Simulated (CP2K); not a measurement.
Two runs for the P L₂,₃ edge of hexafluorophosphate. Run A: CP2K XAS_TDP, all-electron GAPW, PBEh(45%), aug-cc-pVDZ, TDA, ZORA, spin–orbit coupling. Run B differs in one setting.

First lines with a strength over 0.0003. A:

```tsv
atom	energy (eV)	states	strength, one atom
P2 (bonded to 6 F)	136.76	3	0.0216
	137.62	3	0.0525
	139.62	3	0.0105
	140.41	3	0.0060
	141.78	16	0.0003
```

B:

```tsv
atom	energy (eV)	states	strength, one atom
P2 (bonded to 6 F)	136.65	3	0.0220
	137.56	3	0.0695
	145.07	3	0.0053
	145.88	3	0.0031
	150.15	3	0.0025
```

Which was it: GW2X switched on, the basis, the functional?

The basis (basis from aug-cc-pVDZ to 6-31G*; the lines alone don't name the new value). A basis moves diffuse and continuum lines far more than the leading valence line. The lowest line over the strength cut lies at 136.65 eV, against 136.76 eV (PBEh(45%), aug-cc-pVDZ).

[Banner, clock and machine lines of the logs are left out without a mark of their own.]

[Logs are printed without paths, hosts, clocks, repeated set-up lines and the standing remarks that a program may print on its own settings, such as how far it seeks lower states.]

[Hosts, paths, dates, database ids (printed as entryN), source tags and the programs' standing remarks are cut or masked in the printed files.]
